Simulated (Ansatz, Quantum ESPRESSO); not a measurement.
## TlS (Pm-3m): from the cell to the phonon bands

How does TlS (Pm-3m) vibrate, and is this structure a minimum?

Method: DFT LDA, scalar-relativistic, plane waves, PseudoDojo norm-conserving pseudopotentials, in Quantum ESPRESSO 7.5.

Most raw output is cut from this account.

**1. Set-up**

The structure is cubic, space group Pm-3m (No. 221). The conventional cell has a = 3.596 Å, b = 3.596 Å, c = 3.596 Å, α = 90.00°, β = 90.00°, γ = 90.00°. Nearest to Tl lie 8 S at 3.11 Å. Nearest to S lie 8 Tl at 3.11 Å. Farther neighbours and most contacts between anions are not listed.

**2. A probe with smearing**

A cheap run with smearing and empty bands tells whether the crystal has a gap, which decides between fixed occupations and smearing later on.

Contents of probe.in:

```
&CONTROL
  calculation = 'scf'
  prefix      = 'x'
  outdir      = './tmp'
  pseudo_dir  = './pseudo'
  tprnfor     = .true.
  tstress     = .true.
  verbosity   = 'high'
/
&SYSTEM
  ibrav       = 1
  celldm(1)   = 6.79476539
  nat         = 2
  ntyp        = 2
  ecutwfc     = 62.0
  occupations = 'smearing'
  smearing    = 'gaussian'
  degauss     = 0.01
/
&ELECTRONS
  conv_thr         = 1.0d-07
  mixing_beta      = 0.7
  electron_maxstep = 100
/
ATOMIC_SPECIES
 Tl    204.3800  Tl.upf
 S      32.0600  S.upf
ATOMIC_POSITIONS crystal
 Tl     0.500000000   0.500000000   0.500000000
 S      0.000000000   0.000000000   0.000000000
K_POINTS automatic
 6 6 6 0 0 0
```

Command:

```console
$ OMP_NUM_THREADS=1 mpirun -n 4 pw.x -nk 4 -in probe.in > probe.out
```

Elapsed: 2.6 s, on 4 MPI ranks of Arm Neoverse V2, shared host.

This step gave:

```
volume per atom   : 23.24 Å³
pressure          : -5.047 GPa
gap on the k-mesh : 0 eV
```

No gap opens on this mesh, so smearing is kept; the start stands at -5.0 GPa.

**3. Relaxation**

Frequencies change by per cents with a per cent of volume, so the structure is first brought to rest at this level of theory.

Contents of relax.in:

```
&CONTROL
  calculation   = 'vc-relax'
  prefix        = 'x'
  outdir        = './tmp'
  pseudo_dir    = './pseudo'
  tprnfor       = .true.
  tstress       = .true.
  forc_conv_thr = 2.0d-05
  etot_conv_thr = 1.0d-07
  nstep         = 40
/
&SYSTEM
  ibrav       = 1
  celldm(1)   = 6.79476539
  nat         = 2
  ntyp        = 2
  ecutwfc     = 62.0
  occupations = 'smearing'
  smearing    = 'mv'
  degauss     = 0.02
/
&ELECTRONS
  conv_thr         = 1.0d-11
  mixing_beta      = 0.7
  electron_maxstep = 100
/
&IONS
/
&CELL
  press_conv_thr = 0.1
/
ATOMIC_SPECIES
 Tl    204.3800  Tl.upf
 S      32.0600  S.upf
ATOMIC_POSITIONS crystal
 Tl     0.500000000   0.500000000   0.500000000
 S      0.000000000   0.000000000   0.000000000
K_POINTS automatic
 8 8 8 0 0 0
```

Command:

```console
$ OMP_NUM_THREADS=1 mpirun -n 4 pw.x -nk 4 -in relax.in > relax.out
```

It took 25 s on 4 MPI ranks; 98 s of CPU time.

Relaxation path:

```
step  energy less that of the first step (eV)  largest force (eV/Å)  pressure (GPa)  volume (Å³)
   1                                   0.0000                0.0000           -4.95        46.49
   2                                  -0.0324                0.0000           -3.93        45.32
   3                                  -0.0647                0.0000           -2.05        43.61
   4                                  -0.0741                0.0000            0.39        41.90
   5                                  -0.0744                0.0000           -0.03        42.16
   6                                  -0.0744                0.0000            0.00        42.15
   7                                  -0.0744                0.0000            0.00        42.15
   8                                  -0.0740                0.0000           -0.01        42.15
```

```
conventional cell, symmetrised  before  after  change
                         a (Å)   3.596  3.480  -3.2 %
                         b (Å)   3.596  3.480  -3.2 %
                         c (Å)   3.596  3.480  -3.2 %
              volume (Å³/atom)   23.24  21.07  -9.3 %
```

The relaxed structure:

```
Tl S
1.0
     3.48002    0.00000    0.00000
     0.00000    3.48002    0.00000
     0.00000    0.00000    3.48002
Tl S
1 1
Direct
  0.50000 0.50000 0.50000
  0.00000 0.00000 0.00000
```

The last row of the table of steps is pw.x's closing run on a basis chosen anew for the final cell, so its energy can jump.

This step gave:

| Quantity | Value |
| --- | --- |
| volume per atom | 21.07 Å³ |
| pressure | -0.01200 GPa |

The volume changes by -9.3 % from the cell with which this run began.

**4. Self-consistent run for the response**

The response is built on this ground state, so it is converged far tighter than an energy would need. Smearing stays on, as the first look found no gap above 0.3 eV.

Contents of scf.in:

```
&CONTROL
  calculation = 'scf'
  prefix      = 'x'
  outdir      = './tmp'
  pseudo_dir  = './pseudo'
  tprnfor     = .true.
  tstress     = .true.
/
&SYSTEM
  ibrav       = 1
  celldm(1)   = 6.57629249
  nat         = 2
  ntyp        = 2
  ecutwfc     = 62.0
  occupations = 'smearing'
  smearing    = 'mv'
  degauss     = 0.02
/
&ELECTRONS
  conv_thr         = 1.0d-12
  mixing_beta      = 0.7
  electron_maxstep = 100
/
ATOMIC_SPECIES
 Tl    204.3800  Tl.upf
 S      32.0600  S.upf
ATOMIC_POSITIONS crystal
 Tl     0.500000000   0.500000000   0.500000000
 S      0.000000000   0.000000000   0.000000000
K_POINTS automatic
 8 8 8 0 0 0
```

Command:

```console
$ OMP_NUM_THREADS=1 mpirun -n 4 pw.x -nk 4 -in scf.in > scf.out
```

Run time: 5 s. Hardware: 4 MPI ranks.

The cell stands at -0.012 GPa, close enough for phonons.

**5. Levels on a dense mesh**

The coupling is a sum over pairs of states at the Fermi level and needs a much denser mesh than the density does.

scf_fit.in, as its differences from scf.in of step 4:

```diff
@@ -17,5 +17,6 @@
   degauss     = 0.02
+  la2F        = .true.
 /
 &ELECTRONS
-  conv_thr         = 1.0d-12
+  conv_thr         = 1.0d-10
   mixing_beta      = 0.7
@@ -30,2 +31,2 @@
 K_POINTS automatic
- 8 8 8 0 0 0
+ 16 16 16 0 0 0
```

Command:

```console
$ OMP_NUM_THREADS=1 mpirun -n 4 pw.x -nk 4 -in scf_fit.in > scf_fit.out
```

Wall time 19 s (4 MPI ranks); 76 s of CPU time.

Read from the output:

| Quantity | Value |
| --- | --- |
| pressure | -0.29 GPa |

**6. Self-consistent run for the response**

The run on the dense mesh left its levels for the electron-phonon sums; ph.x needs the ground state on the coarse mesh, so pw.x runs once more in the same folder.

scf.in is that of step 4.

Command:

```console
$ OMP_NUM_THREADS=1 mpirun -n 4 pw.x -nk 4 -in scf.in > scf.out
```

Elapsed: 5.2 s, on 4 MPI ranks; 20 s of CPU time.

This step gave:

* pressure: -0.01200 GPa

**7. Phonons on a q mesh**

Linear response treats each wavevector in the unit cell, with no supercell; the 2×2×2 mesh fixes the range of the force constants to be had. The change of the potential is kept for the electron-phonon matrix elements.

Contents of ph.in:

```
phonons
&INPUTPH
  prefix          = 'x'
  outdir          = './tmp'
  fildyn          = 'x.dyn'
  tr2_ph          = 1.0d-18
  alpha_mix(1)    = 0.4
  nmix_ph         = 8
  ldisp           = .true.
  nq1             = 2
  nq2             = 2
  nq3             = 2
  electron_phonon = 'interpolated'
  fildvscf        = 'dvscf'
  el_ph_sigma     = 0.005
  el_ph_nsigma    = 10
/
```

Command:

```console
$ OMP_NUM_THREADS=1 mpirun -n 4 ph.x -nk 4 -in ph.in > ph.out
```

The job ended after 6.4 min (4 MPI ranks; 25 min of CPU time).

This step gave:

```
largest acoustic frequency at the zone centre before the sum rule  : -0.88 cm⁻¹
highest optical zone-centre mode (no LO-TO term)                   : 63.11 cm⁻¹
lowest optical zone-centre mode                                    : 63.11 cm⁻¹
lowest mode on the q mesh (acoustic ones at the zone centre apart) : -152.2 cm⁻¹
```

Frequencies (cm⁻¹) at each irreducible wavevector; negative means imaginary. Frequencies by wavevector:

```
 q (fractions)  star  mode 1  mode 2  mode 3  mode 4  mode 5  mode 6
         0 0 0     1   -0.88   -0.88   -0.88   63.11   63.11   63.11
      0 0 -0.5     3  -37.87  -37.87   25.93   25.93   87.86   121.2
   0 -0.5 -0.5     3  -152.2  -14.57   64.94   64.94   188.4   188.4
-0.5 -0.5 -0.5     1   71.03   71.03   71.03     151     151     151
```

Couplings of single modes at a Gaussian broadening of 0.02 Ry, as ph.x prints them; it sets λ to zero for modes under 20 cm⁻¹. Mode couplings:

```
 q (fractions)  mode  frequency (cm⁻¹)       λ  linewidth γ (GHz)
      0 0 -0.5     3             25.93  0.0767               0.34
      0 0 -0.5     4             25.93  0.0765               0.34
      0 0 -0.5     5             87.86  0.1197               6.17
      0 0 -0.5     6             121.2  0.4986              48.88
   0 -0.5 -0.5     3             64.94  0.0084               0.24
   0 -0.5 -0.5     4             64.94  0.0084               0.24
   0 -0.5 -0.5     5             188.4   0.062              14.69
   0 -0.5 -0.5     6             188.4   0.062              14.69
-0.5 -0.5 -0.5     1             71.03  0.0447               1.51
-0.5 -0.5 -0.5     2             71.03  0.0464               1.56
-0.5 -0.5 -0.5     3             71.03  0.0451               1.52
-0.5 -0.5 -0.5     4               151  0.3365              51.23
-0.5 -0.5 -0.5     5               151  0.3346              50.94
-0.5 -0.5 -0.5     6               151  0.3358              51.12
```

Optical modes; normalised displacements of the dynamical-matrix file. The modes at Γ (shares of kinetic energy by element, %):

```
mode  frequency (cm⁻¹)  symmetry  Tl %  S %
   1              63.1       T1u    14   86
   2              63.1       T1u    14   86
   3              63.1       T1u    14   86
```

Displacements in mode 1 (63.1 cm⁻¹), the largest set to 1:
```
Tl1 -0.16  0.05  0.00
S2   1.00 -0.30  0.00
```

The acoustic modes at Γ come out as far as 0.9 cm⁻¹ from zero, where they should vanish, a small numerical error.

**8. Force constants in real space**

The dynamical matrices of the mesh are Fourier-transformed to force constants in real space.

Contents of q2r.in:

```
&INPUT
  fildyn = 'x.dyn'
  zasr   = 'crystal'
  flfrc  = 'x.fc'
  la2F   = .true.
/
```

Command:

```console
$ q2r.x < q2r.in > q2r.out
```

The job ended after 0.48 s (1 thread).

**9. Interpolated phonon bands**

From the force constants any wavevector is cheap; points of the mesh come back as solved, but for the sum rule and, in polar crystals, the LO-TO term at Γ; the rest is interpolation.

Contents of matdyn.in:

```
&INPUT
  asr              = 'crystal'
  flfrc            = 'x.fc'
  flfrq            = 'x.freq'
  flvec            = 'x.modes'
  q_in_band_form   = .true.
  q_in_cryst_coord = .true.
/
8
  0.0000000   0.0000000   0.0000000  12  ! GAMMA
  0.0000000   0.5000000   0.0000000  12  ! X
  0.5000000   0.5000000   0.0000000  12  ! M
  0.0000000   0.0000000   0.0000000  12  ! GAMMA
  0.5000000   0.5000000   0.5000000  12  ! R
  0.0000000   0.5000000   0.0000000   1  ! X
  0.5000000   0.5000000   0.5000000  12  ! R
  0.5000000   0.5000000   0.0000000   1  ! M
```

Command:

```console
$ matdyn.x -in matdyn.in > matdyn.out
```

It took 0.47 s on 1 thread.

Read from the output:

| Property | Result |
| --- | --- |
| lowest frequency on the path | -152.2 cm⁻¹ |

Matdyn.x, sum rule crystal. The phonon branches at the labelled points (cm⁻¹):

```
    point  branch 1  branch 2  branch 3  branch 4  branch 5  branch 6
        Γ         0         0         0        63        63        63
  halfway       -13       -13        42        42        63        96
        X       -38       -38        26        26        88       121
  halfway      -111        15        49        75       132       159
        M      -152       -15        65        65       188       188
  halfway       -76        22        52        57       114       116
        Γ         0         0         0        63        63        63
  halfway        49        51        51       105       105       106
        R        71        71        71       151       151       151
  halfway        48        50        62        91       100       165
        X       -38       -38        26        26        88       121
jump to R        71        71        71       151       151       151
  halfway       -14        49        68        68       171       171
        M      -152       -15        65        65       188       188
```

Lowest modes at the softest wavevector of the mesh; phase exp(i q.(R + tau)). Modes at q = (0.000, 0.500, 0.500), with each element's share of the kinetic energy (negative means imaginary):

```
mode  frequency (cm⁻¹)  Tl %  S %
   1            -152.2     0  100
   2             -14.6   100    0
   3              64.9    99    1
   4              64.9    99    1
   5             188.4     1   99
   6             188.4     1   99
```

Displacements in mode 1 (-152.2 cm⁻¹), the largest set to 1, in the home cell:
```
Tl1 0.00 0.00 0.00
S2  1.00 0.00 0.00
```

Displacements in mode 3 (64.9 cm⁻¹), the largest set to 1, in the home cell:
```
Tl1  0.00  0.00 -1.00
S2   0.00 -0.31  0.00
```

Force constants by pair (phonopy on the run's constants); pairs near half the supercell's span include their periodic images. Pair force constants, by row:

```
atom  neighbour  distance (Å)  third of the trace (eV/Å²)  along the pair's line (eV/Å²)
 Tl1     itself             0                       2.237                              –
 Tl1          S         3.014                     -0.0507                        -0.3329
 Tl1         Tl          3.48                     -0.4262                         -1.922
 Tl1         Tl         4.921                     -0.0458                        -0.1805
 Tl1         Tl         6.028                     -0.4147                        -0.4147
  S2     itself             0                       1.252                              –
  S2         Tl         3.014                     -0.0507                        -0.3329
  S2          S          3.48                     -0.4575                         -1.918
  S2          S         4.921                      0.0986                          0.512
  S2          S         6.028                       0.231                          0.231
```

Mode patterns, pair constants, displacements and means over the zone were worked out by phonopy from the force constants of q2r.x.

The path dips to 152i cm⁻¹.

**10. Sums over the zone**

Sums over the zone need many more wavevectors than were solved, so the interpolation is sampled on a dense mesh.

Contents of matdyn.in:

```
&INPUT
  asr    = 'crystal'
  flfrc  = 'x.fc'
  dos    = .true.
  fldos  = 'x.dos'
  nk1    = 13
  nk2    = 13
  nk3    = 13
  deltaE = 1.0
  la2F   = .true.
/
```

Command:

```console
$ matdyn.x -in matdyn.in > matdyn.out
```

It took 9.1 s on 1 thread.

This step gave:

```yaml
share_of_modes_beyond_3i_cm_minus1_on_the_dense_interpolated_mesh: 0.1217
```

The phonon density of states has structure finer than the step of the table below, so its rows give means over 10 cm⁻¹, whole bins alone (the curve runs from -150 to 186 cm⁻¹). Peaks (cm⁻¹: height): total 41.8: 0.0533, 67.8: 0.0978, 155.8: 0.0268; S 63.8: 0.0154, 129.8: 0.0243, 155.8: 0.0264; Tl 67.8: 0.0856.

Tetrahedra. The phonon density of states by wavenumber; means over each step; values in 1/cm⁻¹/cell:

```
wavenumber (cm⁻¹)    total        S       Tl
             -140  0.00206  0.00206        0
             -130  0.00291  0.00291        0
             -120  0.00368  0.00368        0
             -110  0.00423  0.00422   8.2e-6
             -100  0.00458  0.00456   1.4e-5
              -90  0.00483  0.00481   2.8e-5
              -80  0.00496  0.00490   5.5e-5
              -70  0.00515  0.00504   1.1e-4
              -60  0.00548  0.00527   2.1e-4
              -50  0.00592  0.00553   3.9e-4
              -40  0.00646  0.00575   7.1e-4
              -30  0.00622  0.00504  0.00118
              -20  0.00605  0.00422  0.00183
              -10  0.00760  0.00401  0.00359
                0  0.00980  0.00374  0.00606
               10   0.0124  0.00335  0.00908
               20   0.0280  0.00354   0.0244
               30   0.0400  0.00376   0.0362
               40   0.0478  0.00730   0.0405
               50   0.0477  0.00852   0.0392
               60   0.0683   0.0122   0.0561
               70   0.0657   0.0111   0.0546
               80   0.0207   0.0112  0.00952
               90   0.0196   0.0107  0.00886
              100   0.0164   0.0134  0.00294
              110   0.0165   0.0149  0.00158
              120   0.0170   0.0162   8.5e-4
              130   0.0213   0.0206   6.6e-4
              140   0.0210   0.0205   4.9e-4
              150   0.0237   0.0233   4.2e-4
              160   0.0265   0.0261   4.0e-4
              170   0.0184   0.0182   2.8e-4
              180  0.00869  0.00855   1.3e-4
```

**11. A second program**

The same cell goes through another code at the same cutoff. The files are of one family, but Ansatz's library holds files of its own making for some heavy elements, so those for Tl may differ. Its k mesh is centred on Γ.

This step: DFT LDA, scalar-relativistic, plane waves, norm-conserving pseudopotentials of its library (PseudoDojo's, some remade) (Ansatz 0.2.0).

Contents of input.yaml:

```yaml
crystal:
  lattice:
    - [3.4800241179, 0.0, 0.0]
    - [0.0, 3.4800241179, 0.0]
    - [0.0, 0.0, 3.4800241179]
  atoms:
    - { symbol: Tl, position: [0.5, 0.5, 0.5] }
    - { symbol: S, position: [0.0, 0.0, 0.0] }
kpoints:
  mp_grid: { grid: [8, 8, 8] }
hamiltonian:
  xc: lda
  pseudopotentials: { kind: nc, accuracy: standard }
scf:
  occupations: { method: cold, width: 0.27211 }
output:
  eigenvalues: true
basis:
  ecutwfc: 843.553
phonons:
  method: dfpt
  qmesh: [2, 2, 2]
  temperatures: { t_max: 1000, t_step: 50 }
  qpath:
    path:
      - [[0.0, 0.0, 0.0], [0.0, 0.5, 0.0], [0.5, 0.5, 0.0], [0.0, 0.0, 0.0], [0.5, 0.5, 0.5], [0.0, 0.5, 0.0]]
      - [[0.5, 0.5, 0.5], [0.5, 0.5, 0.0]]
    npoints: 12
  electrical_resistivity: { temperatures: [77, 300], mesh: [16, 16, 16] }
```

Command:

```console
$ ansatz run input.yaml --threads 4 --pin off --max-ram 8192MiB --backend cpu --events-out ev --progress --plain --runs-dir out
```

Run time: 39 s. Hardware: 4 threads; peak memory 0.71 GiB.

The run ended with an error: “electrical resistivity: the mode of lowest frequency at the wavevector [0.0000, -0.5000, -0.5000] is imaginary, -152.23 cm⁻¹ (written negative): the force constants describe an unstable lattice”.

The phonons were solved, but the coupling sums need a stable lattice.

**12. Results**

```
space group after relaxation                                       : Pm-3m
volume per atom                                                    : 21.1 Å³
highest optical zone-centre mode (no LO-TO term)                   : 63.1 cm⁻¹
q mesh                                                             : 2×2×2
lowest mode on the q mesh (acoustic ones at the zone centre apart) : -152.2 cm⁻¹
imaginary modes on the q mesh                                      : yes
```

In words: TlS (Pm-3m) is unstable: a mode solved on the 2×2×2 mesh is imaginary, 152i cm⁻¹; its spectrum reaches 188 cm⁻¹. At the LDA level the optical modes of TlS (Pm-3m) at the zone centre lie at 63 cm⁻¹. The most unstable solved mode lies at q = (0, -0.5, -0.5), on the zone boundary, so the distortion that it points to doubles the cell. These are harmonic frequencies at zero temperature: anharmonic shifts and linewidths and thermal expansion are left out. Spin-orbit coupling is left out, which can matter for the heavy elements here. In a metal the frequencies hang on the k mesh and the smearing, most of all near Kohn anomalies. The runs are without spin polarisation, although the cell has an odd electron count or an open d or f shell, so a magnetic state was not tested. The λ that matdyn.x prints is not taken as a result: on such q meshes it can be far off, most of all in cells of several atoms. The q mesh stands for a supercell only 7.0 Å across, so branches between the solved wavevectors are rough. The structure comes from a database and need not be the phase that is stable at ambient conditions.

[Host names and launcher messages were left out of these logs when they were recorded.]

[Logs are printed without paths, hosts, clocks, repeated set-up lines and the standing remarks that a program may print on its own settings, such as how far it seeks lower states.]

[Hosts, paths, dates, database ids (printed as entryN), source tags and the programs' standing remarks are cut or masked in the printed files.]
